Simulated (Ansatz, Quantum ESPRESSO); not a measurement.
# 1T-SiSTe, 1 layer in an electric field, part 4 of 6

How does 1T-SiSTe, 1 layer respond to a gate-like field without added charge?

Quantum ESPRESSO 7.5; plane-wave DFT, RPBE, GBRV ultrasoft pseudopotentials made under PBE; geometry and cross-check by Ansatz 0.2.0 with PAW datasets.

So far. Step 6 (SCF with pw.x: field 0.1 V/Å): The dipole goes from -0.0415 to -0.0097 e Å, 0.3179 e Å per V/Å. Step 7 (Potential by pp.x): The slope in the vacuum is 0.100 eV/Å for an applied 0.10 V/Å, as it should be.

## Step 8: SCF with pw.x: field 0.2 V/Å

The input, f2.in:

```
&control
  prefix = 'f2'
  outdir = './out'
  pseudo_dir = './pseudo'
  calculation = 'scf'
  tprnfor = .true.
  tefield = .true.
  dipfield = .true.
/
&system
  ibrav = 0
  nat = 3
  ntyp = 3
  ecutwfc = 40
  ecutrho = 200
  input_dft = 'rpbe'
  occupations = 'smearing'
  smearing = 'fd'
  degauss = 0.004
  edir = 3
  emaxpos = 0.97
  eopreg = 0.04
  eamp = 0.00388938
/
&electrons
  conv_thr = 1e-09
  mixing_beta = 0.4
  electron_maxstep = 120
  mixing_mode = 'plain'
  startingpot = 'file'
/
ATOMIC_SPECIES
  Te  127.6000  te_pbe_v1.uspp.F.UPF
  Si  28.0850  si_pbe_v1.uspp.F.UPF
  S   32.0600  s_pbe_v1.4.uspp.F.UPF
CELL_PARAMETERS angstrom
  3.52576434363303 0.00000000000000 -0.00000000000000
  -1.76288217181651 3.05340148934357 -0.00000000000000
  -0.00000000000000 -0.00000000000000 19.30477884860000
ATOMIC_POSITIONS crystal
  Te  0.666666666667 0.333333333333 0.421772151699
  Si  -0.000000000000 -0.000000000000 0.513517052232
  S   0.333333333333 0.666666666667 0.578073406169
K_POINTS automatic
  12 12 1 0 0 0
```

Run with:

```bash
> cp -r out/f0.save out/f2.save
> OMP_NUM_THREADS=1 mpirun -n 4 pw.x -nk 4 -in f2.in > f2.out
```

Output:

```text
[banner, memory and clock lines left out]
Program PWSCF v.7.5 starts
[...]
number of electrons       =        16.00
     number of Kohn-Sham states=           12
     kinetic-energy cutoff     =      40.0000  Ry
     charge density cutoff     =     200.0000  Ry
[...]
number of k points=    74  Fermi-Dirac smearing, width (Ry)=  0.0040
[...]
Dense  grid:    66627 G-vectors     FFT dimensions: (  30,  30, 180)
[...]
The initial density is read from file :
[...]
negative rho (up, down):  3.576E-04 0.000E+00
[...]
Starting wfcs are   12 randomized atomic wfcs
[...]
negative rho (up, down):  3.521E-04 0.000E+00
[...]
estimated scf accuracy    <       0.04511446 Ry
[...]
negative rho (up, down):  3.631E-04 0.000E+00
[...]
estimated scf accuracy    <       0.58084555 Ry
[...]
negative rho (up, down):  3.574E-04 0.000E+00
[...]
estimated scf accuracy    <       0.00019982 Ry
[...]
negative rho (up, down):  3.569E-04 0.000E+00
[...]
estimated scf accuracy    <       0.00010710 Ry
[...]
negative rho (up, down):  3.569E-04 0.000E+00
[...]
estimated scf accuracy    <       0.00000168 Ry
[...]
negative rho (up, down):  3.570E-04 0.000E+00
[...]
estimated scf accuracy    <       0.00000169 Ry
[...]
negative rho (up, down):  3.568E-04 0.000E+00
[...]
estimated scf accuracy    <       0.00000006 Ry
[...]
negative rho (up, down):  3.564E-04 0.000E+00
[...]
estimated scf accuracy    <          3.9E-09 Ry
[...]
negative rho (up, down):  3.562E-04 0.000E+00
[...]
estimated scf accuracy    <          1.1E-09 Ry
[...]
negative rho (up, down):  3.559E-04 0.000E+00
[...]
Computed dipole along edir(3) :
        Dipole                0.0422 Ry au,          0.1071 Debye
        Dipole field          0.0004 Ry au,
        E field amplitude [Ha a.u.]:  3.8894E-03
        Potential amp.        0.2460 Ry
        Total length         35.0215 bohr
[...]
the Fermi energy is    -0.7544 ev
!    total energy              =     -60.28088161 Ry
     estimated scf accuracy    <          7.5E-10 Ry
     smearing contrib. (-TS)   =      -0.00087228 Ry
     internal energy E=F+TS    =     -60.28000933 Ry
[...]
one-electron contribution =    -270.57669988 Ry
     hartree contribution      =     138.61212707 Ry
     xc contribution           =     -27.27679421 Ry
     ewald contribution        =      98.96166967 Ry
     electric field correction =      -0.00031198 Ry
     convergence has been achieved in  10 iterations
     negative rho (up, down):  3.559E-04 0.000E+00
[...]
Total force =     0.003731     Total SCF correction =     0.000082
[...]
```

Run time: 33 s. Hardware: 4 MPI ranks of Arm Neoverse V2, shared host; peak memory 0.49 GiB.

This step gave:

* free energy: -820.1632 eV
* energy at zero smearing: -820.1572 eV
* Fermi energy: -0.7544 eV
* dipole along the normal: 0.02230 e·Å
* valence top, on the run's zero: -0.2599 eV
* conduction bottom, on the run's zero: -1.401 eV

By band count these two levels touch or overlap: there is no gap, and they are no band edges.

The dipole goes from -0.0415 to 0.0223 e Å, 0.3192 e Å per V/Å.

## Step 9: Potential by pp.x

The input, f2.pot.in:

```
&inputpp
  prefix = 'f2'
  outdir = './out'
  filplot = 'f2.pot.dat'
  plot_num = 11
/
```

Run with:

```bash
> OMP_NUM_THREADS=1 mpirun -n 4 pp.x -in f2.pot.in > f2.pot.out
```

Elapsed: 1 s, on 4 MPI ranks; peak memory 0.11 GiB.

This step gave:

```
slope of the potential above                                          : 0.2000 eV/Å
upper vacuum line continued to the top atoms, over the Fermi level    : 4.798 eV
slope of the potential below                                          : 0.1999 eV/Å
lower vacuum line continued to the bottom atoms, over the Fermi level : 4.569 eV
```

The slope in the vacuum is 0.200 eV/Å for an applied 0.20 V/Å, as it should be.

## Step 10: Bands along a path: field 0.2 V/Å

The input, f2.bands.in:

```
&control
  prefix = 'f2.bands'
  outdir = './out'
  pseudo_dir = './pseudo'
  calculation = 'bands'
  tefield = .true.
  dipfield = .true.
/
&system
  ibrav = 0
  nat = 3
  ntyp = 3
  ecutwfc = 40
  ecutrho = 200
  input_dft = 'rpbe'
  occupations = 'smearing'
  smearing = 'fd'
  degauss = 0.004
  edir = 3
  emaxpos = 0.97
  eopreg = 0.04
  eamp = 0.00388938
  nbnd = 14
/
&electrons
  conv_thr = 1e-07
  mixing_beta = 0.4
  electron_maxstep = 120
  mixing_mode = 'local-TF'
/
ATOMIC_SPECIES
  Te  127.6000  te_pbe_v1.uspp.F.UPF
  Si  28.0850  si_pbe_v1.uspp.F.UPF
  S   32.0600  s_pbe_v1.4.uspp.F.UPF
CELL_PARAMETERS angstrom
  3.52576434363303 0.00000000000000 -0.00000000000000
  -1.76288217181651 3.05340148934357 -0.00000000000000
  -0.00000000000000 -0.00000000000000 19.30477884860000
ATOMIC_POSITIONS crystal
  Te  0.666666666667 0.333333333333 0.421772151699
  Si  -0.000000000000 -0.000000000000 0.513517052232
  S   0.333333333333 0.666666666667 0.578073406169
K_POINTS crystal_b
4
  0.0000000000 0.0000000000 0.0000000000 14
  0.5000000000 0.0000000000 0.0000000000 14
  0.3333333333 0.3333333333 0.0000000000 14
  0.0000000000 0.0000000000 0.0000000000 1
```

Run with:

```bash
> cp -r out/f2.save out/f2.bands.save
> cp out/f2.xml out/f2.bands.xml
> OMP_NUM_THREADS=1 mpirun -n 4 pw.x -nk 4 -in f2.bands.in > f2.bands.out
```

Output:

```text
[banner, memory and clock lines left out]
Program PWSCF v.7.5 starts
[citation notice left out]

[...]
bravais-lattice index     =            0
     lattice parameter (alat)  =       6.6627  a.u.
     unit-cell volume          =    1402.4863 (a.u.)^3
     number of atoms/cell      =            3
     number of atomic types    =            3
     number of electrons       =        16.00
     number of Kohn-Sham states=           14
     kinetic-energy cutoff     =      40.0000  Ry
     charge density cutoff     =     200.0000  Ry
     Exchange-correlation= RPBE
                           (   1   4  44   4   0   0   0)

[...]
PseudoPot. # 1 for Te read from file:
     ./pseudo/te_pbe_v1.uspp.F.UPF
     Pseudo is Ultrasoft + core correction, Zval =  6.0
     Generated by new atomic code, or converted to UPF format
     Using radial grid of  891 points,  5 beta functions with:
                l(1) =   0
                l(2) =   0
                l(3) =   1
                l(4) =   1
                l(5) =   2
     Q(r) pseudized with  6 coefficients,  rinner =    1.800   1.800   1.800
                                                       1.800   1.800

     PseudoPot. # 2 for Si read from file:
     ./pseudo/si_pbe_v1.uspp.F.UPF
     Pseudo is Ultrasoft + core correction, Zval =  4.0
     Generated by new atomic code, or converted to UPF format
     Using radial grid of  899 points,  6 beta functions with:
                l(1) =   0
                l(2) =   0
                l(3) =   1
                l(4) =   1
                l(5) =   2
                l(6) =   2
     Q(r) pseudized with  8 coefficients,  rinner =    0.900   0.900   0.900
                                                       0.900   0.900

     PseudoPot. # 3 for S  read from file:
     ./pseudo/s_pbe_v1.4.uspp.F.UPF
     Pseudo is Ultrasoft + core correction, Zval =  6.0
     Generated by new atomic code, or converted to UPF format
     Using radial grid of  907 points,  6 beta functions with:
                l(1) =   0
                l(2) =   0
                l(3) =   1
                l(4) =   1
                l(5) =   2
                l(6) =   2
     Q(r) pseudized with  8 coefficients,  rinner =    1.300   1.300   1.300
                                                       1.300   1.300

     atomic species   valence    mass     pseudopotential
     Te                6.00   127.60000     Te( 1.00)
     Si                4.00    28.08500     Si( 1.00)
     S                 6.00    32.06000     S ( 1.00)

     No symmetry found

[...]
number of k points=    43  Fermi-Dirac smearing, width (Ry)=  0.0040
[...]
Dense  grid:    66627 G-vectors     FFT dimensions: (  30,  30, 180)

     Smooth grid:    47985 G-vectors     FFT dimensions: (  27,  27, 150)

     The potential is recalculated from file :
     ./out/f2.bands.save/charge-density

     negative rho (up, down):  3.559E-04 0.000E+00

     Adding external electric field

     Computed dipole along edir(3) :
        Dipole                0.0422 Ry au,          0.1071 Debye
        Dipole field          0.0004 Ry au,

        E field amplitude [Ha a.u.]:  3.8894E-03
        Potential amp.        0.2460 Ry
        Total length         35.0215 bohr

     Starting wfcs are   12 randomized atomic wfcs +    2 random wfcs

     Band Structure Calculation
     Davidson diagonalization with overlap

     ethr =  6.25E-10,  avg # of iterations = 56.8

     End of band structure calculation

          k = 0.0000 0.0000 0.0000 (  6037 PWs)   bands (ev):

   -16.0171 -13.5957  -7.5279  -3.3011  -3.2418  -3.2418  -0.2597  -0.2597
     0.1602   2.1780   2.6989   2.6989   2.9926   3.7186

          k = 0.0357 0.0206 0.0000 (  6023 PWs)   bands (ev):

   -16.0017 -13.5810  -7.5208  -3.3640  -3.2908  -3.2705  -0.4467  -0.2734
     0.2851   2.2071   2.6525   2.7225   3.0531   3.7899

[...]
```

It took 17 s on 4 MPI ranks; peak memory 0.31 GiB; 67 s of CPU time.

Numbers from this step:

```
valence top, on the run's zero : -0.2597 eV
```

Band numbers count within the set of bands kept for display. The electronic bands at the labelled points (eV, zero at the Fermi level; # counts the bands kept):

```
  point     #3     #4     #5     #6     #7    #8    #9   #10
      Γ  -2.49  -2.49   0.49   0.49   0.91  2.93  3.45  3.45
halfway  -3.38  -3.07  -2.13  -0.20   0.85  3.20  4.15  4.41
      M  -3.99  -3.70  -2.10  -0.83  -0.65  2.75  3.96  4.31
halfway  -5.05  -3.90  -2.22  -1.91   0.49  3.68  3.86  4.53
      K  -5.14  -5.11  -2.45  -1.82   0.56  3.76  4.66  4.94
halfway  -4.56  -2.81  -2.23  -1.20   1.56  3.46  3.78  4.51
      Γ  -2.49  -2.49   0.49   0.49   0.91  2.93  3.45  3.45
```

By band count these two levels touch or overlap: there is no gap, and they are no band edges.

Upper empty bands that drop with the field can be states of the vacuum, held by the sawtooth; they depend on the cell's width.

## Step 11: Ground state: field -0.2 V/Å

f3.in, as its differences from the input of step 8:

```diff
@@ -1,3 +1,3 @@
 &control
-  prefix = 'f2'
+  prefix = 'f3'
   outdir = './out'
@@ -22,3 +22,3 @@
   eopreg = 0.04
-  eamp = 0.00388938
+  eamp = -0.00388938
 /
```

Run with:

```bash
> cp -r out/f0.save out/f3.save
> OMP_NUM_THREADS=1 mpirun -n 4 pw.x -nk 4 -in f3.in > f3.out
```

Output:

```text
[banner, memory and clock lines left out]
Program PWSCF v.7.5 starts
[...]
number of electrons       =        16.00
     number of Kohn-Sham states=           12
     kinetic-energy cutoff     =      40.0000  Ry
     charge density cutoff     =     200.0000  Ry
[...]
number of k points=    74  Fermi-Dirac smearing, width (Ry)=  0.0040
[...]
Dense  grid:    66627 G-vectors     FFT dimensions: (  30,  30, 180)
[...]
The initial density is read from file :
[...]
negative rho (up, down):  3.576E-04 0.000E+00
[...]
Starting wfcs are   12 randomized atomic wfcs
[...]
negative rho (up, down):  3.587E-04 0.000E+00
[...]
estimated scf accuracy    <       0.04412589 Ry
[...]
negative rho (up, down):  3.494E-04 0.000E+00
[...]
estimated scf accuracy    <       0.50315453 Ry
[...]
negative rho (up, down):  3.512E-04 0.000E+00
[...]
estimated scf accuracy    <       0.00040687 Ry
[...]
negative rho (up, down):  3.530E-04 0.000E+00
[...]
estimated scf accuracy    <       0.00005320 Ry
[...]
negative rho (up, down):  3.552E-04 0.000E+00
[...]
estimated scf accuracy    <       0.00001245 Ry
[...]
negative rho (up, down):  3.567E-04 0.000E+00
[...]
estimated scf accuracy    <       0.00000156 Ry
[...]
negative rho (up, down):  3.571E-04 0.000E+00
[...]
estimated scf accuracy    <       0.00000049 Ry
[...]
negative rho (up, down):  3.574E-04 0.000E+00
[...]
estimated scf accuracy    <          8.7E-09 Ry
[...]
negative rho (up, down):  3.575E-04 0.000E+00
[...]
estimated scf accuracy    <          4.2E-09 Ry
[...]
negative rho (up, down):  3.575E-04 0.000E+00
[...]
estimated scf accuracy    <          1.5E-09 Ry
[...]
negative rho (up, down):  3.576E-04 0.000E+00
[...]
Computed dipole along edir(3) :
        Dipole               -0.1989 Ry au,         -0.5056 Debye
        Dipole field         -0.0018 Ry au,
        E field amplitude [Ha a.u.]: -3.8894E-03
        Potential amp.       -0.1476 Ry
        Total length         35.0215 bohr
[...]
the Fermi energy is    -0.7493 ev
!    total energy              =     -60.28210250 Ry
     estimated scf accuracy    <          3.2E-10 Ry
     smearing contrib. (-TS)   =      -0.00085867 Ry
     internal energy E=F+TS    =     -60.28124383 Ry
[...]
one-electron contribution =    -270.66213885 Ry
     hartree contribution      =     138.69886835 Ry
     xc contribution           =     -27.27845019 Ry
     ewald contribution        =      98.96166967 Ry
     electric field correction =      -0.00119281 Ry
     convergence has been achieved in  11 iterations
     negative rho (up, down):  3.576E-04 0.000E+00
[...]
Total force =     0.005005     Total SCF correction =     0.000050
[...]
```

The job ended after 34 s (4 MPI ranks; peak memory 0.65 GiB; 2.3 min of CPU time).

Numbers from this step:

- free energy: -820.1798 eV
- energy at zero smearing: -820.1739 eV
- Fermi energy: -0.7493 eV
- dipole along the normal: -0.1053 e·Å
- valence top, on the run's zero: -0.2448 eV
- conduction bottom, on the run's zero: -1.400 eV

By band count these two levels touch or overlap: there is no gap, and they are no band edges.

The dipole goes from -0.0415 to -0.1053 e Å, 0.3186 e Å per V/Å.

## Step 12: Potential by pp.x

The input, f3.pot.in:

```
&inputpp
  prefix = 'f3'
  outdir = './out'
  filplot = 'f3.pot.dat'
  plot_num = 11
/
```

Run with:

```bash
> OMP_NUM_THREADS=1 mpirun -n 4 pp.x -in f3.pot.in > f3.pot.out
```

It took 1 s on 4 MPI ranks; peak memory 0.11 GiB; 3.7 s of CPU time.

Numbers from this step:

| Property | Result |
| --- | --- |
| slope of the potential above | -0.2000 eV/Å |
| upper vacuum line continued to the top atoms, over the Fermi level | 5.183 eV |
| slope of the potential below | -0.2000 eV/Å |
| lower vacuum line continued to the bottom atoms, over the Fermi level | 4.017 eV |

The slope in the vacuum is -0.200 eV/Å for an applied -0.20 V/Å, as it should be.

Each curve counts from the Fermi level of its own run.

The potential energy (potential at 0 V/Å) oscillates, so the rows of the table below give means over windows of 2.47 Å about each position, cut where the curve ends. Its maxima inside the range that stand out by 2 % of the span (Å: eV): 8.2: 21.5, 10.5: -7.61. Its minima: 7.2: 0.380, 10.0: -10.1, 11.2: -11.7.

The runs together. The potential energy by z; means over each step:

| z (Å) | potential at 0 V/Å (eV) | potential at 0.1 V/Å (eV) | potential at 0.2 V/Å (eV) | potential at -0.2 V/Å (eV) |
| --- | --- | --- | --- | --- |
| 1.24 | 4.30 | 3.76 | 3.22 | 5.38 |
| 3.71 | 4.29 | 3.98 | 3.68 | 4.90 |
| 6.17 | 3.37 | 3.29 | 3.22 | 3.53 |
| 8.64 | 5.73 | 5.72 | 5.72 | 5.73 |
| 11.11 | -6.23 | -6.22 | -6.21 | -6.25 |
| 13.58 | 4.85 | 5.00 | 5.15 | 4.55 |
| 16.05 | 4.99 | 5.38 | 5.78 | 4.20 |
| 18.52 | 4.93 | 5.44 | 5.95 | 3.93 |

## Step 13: Bands along a path: field -0.2 V/Å

f3.bands.in, as its differences from the input of step 10:

```diff
@@ -1,3 +1,3 @@
 &control
-  prefix = 'f2.bands'
+  prefix = 'f3.bands'
   outdir = './out'
@@ -21,3 +21,3 @@
   eopreg = 0.04
-  eamp = 0.00388938
+  eamp = -0.00388938
   nbnd = 14
```

Run with:

```bash
> cp -r out/f3.save out/f3.bands.save
> cp out/f3.xml out/f3.bands.xml
> OMP_NUM_THREADS=1 mpirun -n 4 pw.x -nk 4 -in f3.bands.in > f3.bands.out
```

Output:

```text
[banner, memory and clock lines left out]
Program PWSCF v.7.5 starts
[citation notice left out]

[...]
bravais-lattice index     =            0
     lattice parameter (alat)  =       6.6627  a.u.
     unit-cell volume          =    1402.4863 (a.u.)^3
     number of atoms/cell      =            3
     number of atomic types    =            3
     number of electrons       =        16.00
     number of Kohn-Sham states=           14
     kinetic-energy cutoff     =      40.0000  Ry
     charge density cutoff     =     200.0000  Ry
     Exchange-correlation= RPBE
                           (   1   4  44   4   0   0   0)

[...]
PseudoPot. # 1 for Te read from file:
     ./pseudo/te_pbe_v1.uspp.F.UPF
     Pseudo is Ultrasoft + core correction, Zval =  6.0
     Generated by new atomic code, or converted to UPF format
     Using radial grid of  891 points,  5 beta functions with:
                l(1) =   0
                l(2) =   0
                l(3) =   1
                l(4) =   1
                l(5) =   2
     Q(r) pseudized with  6 coefficients,  rinner =    1.800   1.800   1.800
                                                       1.800   1.800

     PseudoPot. # 2 for Si read from file:
     ./pseudo/si_pbe_v1.uspp.F.UPF
     Pseudo is Ultrasoft + core correction, Zval =  4.0
     Generated by new atomic code, or converted to UPF format
     Using radial grid of  899 points,  6 beta functions with:
                l(1) =   0
                l(2) =   0
                l(3) =   1
                l(4) =   1
                l(5) =   2
                l(6) =   2
     Q(r) pseudized with  8 coefficients,  rinner =    0.900   0.900   0.900
                                                       0.900   0.900

     PseudoPot. # 3 for S  read from file:
     ./pseudo/s_pbe_v1.4.uspp.F.UPF
     Pseudo is Ultrasoft + core correction, Zval =  6.0
     Generated by new atomic code, or converted to UPF format
     Using radial grid of  907 points,  6 beta functions with:
                l(1) =   0
                l(2) =   0
                l(3) =   1
                l(4) =   1
                l(5) =   2
                l(6) =   2
     Q(r) pseudized with  8 coefficients,  rinner =    1.300   1.300   1.300
                                                       1.300   1.300

     atomic species   valence    mass     pseudopotential
     Te                6.00   127.60000     Te( 1.00)
     Si                4.00    28.08500     Si( 1.00)
     S                 6.00    32.06000     S ( 1.00)

     No symmetry found

[...]
number of k points=    43  Fermi-Dirac smearing, width (Ry)=  0.0040
[...]
Dense  grid:    66627 G-vectors     FFT dimensions: (  30,  30, 180)

     Smooth grid:    47985 G-vectors     FFT dimensions: (  27,  27, 150)

     The potential is recalculated from file :
     ./out/f3.bands.save/charge-density

     negative rho (up, down):  3.576E-04 0.000E+00

     Adding external electric field

     Computed dipole along edir(3) :
        Dipole               -0.1989 Ry au,         -0.5056 Debye
        Dipole field         -0.0018 Ry au,

        E field amplitude [Ha a.u.]: -3.8894E-03
        Potential amp.       -0.1476 Ry
        Total length         35.0215 bohr

     Starting wfcs are   12 randomized atomic wfcs +    2 random wfcs

     Band Structure Calculation
     Davidson diagonalization with overlap

     ethr =  6.25E-10,  avg # of iterations = 63.5

     End of band structure calculation

          k = 0.0000 0.0000 0.0000 (  6037 PWs)   bands (ev):

   -16.0308 -13.5846  -7.5258  -3.3058  -3.2633  -3.2633  -0.2449  -0.2449
     0.1534   2.5957   2.7003   2.7003   3.1200   3.6892

          k = 0.0357 0.0206 0.0000 (  6023 PWs)   bands (ev):

   -16.0155 -13.5699  -7.5187  -3.3870  -3.2937  -3.2918  -0.4317  -0.2586
     0.2791   2.5946   2.7058   2.7237   3.1512   3.7581

[...]
```

It took 17 s on 4 MPI ranks; peak memory 0.31 GiB.

Numbers from this step:

| Item | Value |
| --- | --- |
| valence top, on the run's zero | -0.2449 eV |

Band numbers count within the set of bands kept for display. The electronic bands at the labelled points (eV, zero at the Fermi level; # counts the bands kept):

```csv
point,#3,#4,#5,#6,#7,#8,#9,#10
Γ,-2.51,-2.51,0.50,0.50,0.90,3.35,3.45,3.45
halfway,-3.40,-3.06,-2.13,-0.19,0.85,3.31,4.40,4.41
M,-4.02,-3.72,-2.10,-0.82,-0.65,2.76,3.93,4.33
halfway,-5.06,-3.91,-2.22,-1.89,0.49,3.68,3.87,4.53
K,-5.15,-5.11,-2.47,-1.80,0.57,3.78,4.65,4.95
halfway,-4.57,-2.83,-2.22,-1.19,1.56,3.44,3.97,4.60
Γ,-2.51,-2.51,0.50,0.50,0.90,3.35,3.45,3.45
```

By band count these two levels touch or overlap: there is no gap, and they are no band edges.

Upper empty bands that drop with the field can be states of the vacuum, held by the sawtooth; they depend on the cell's width.

(Continued in part 5 of 6.)

[Logs are printed without paths, hosts, clocks, repeated set-up lines and the standing remarks that a program may print on its own settings, such as how far it seeks lower states.]

[Hosts, paths, dates, database ids (printed as entryN), source tags and the programs' standing remarks are cut or masked in the printed files.]

[Maps of the electrostatic potential energy from Ansatz leave out the sawtooth potential of an applied field or a dipole correction, so their vacuum need not be flat; planar profiles and work functions include it.]
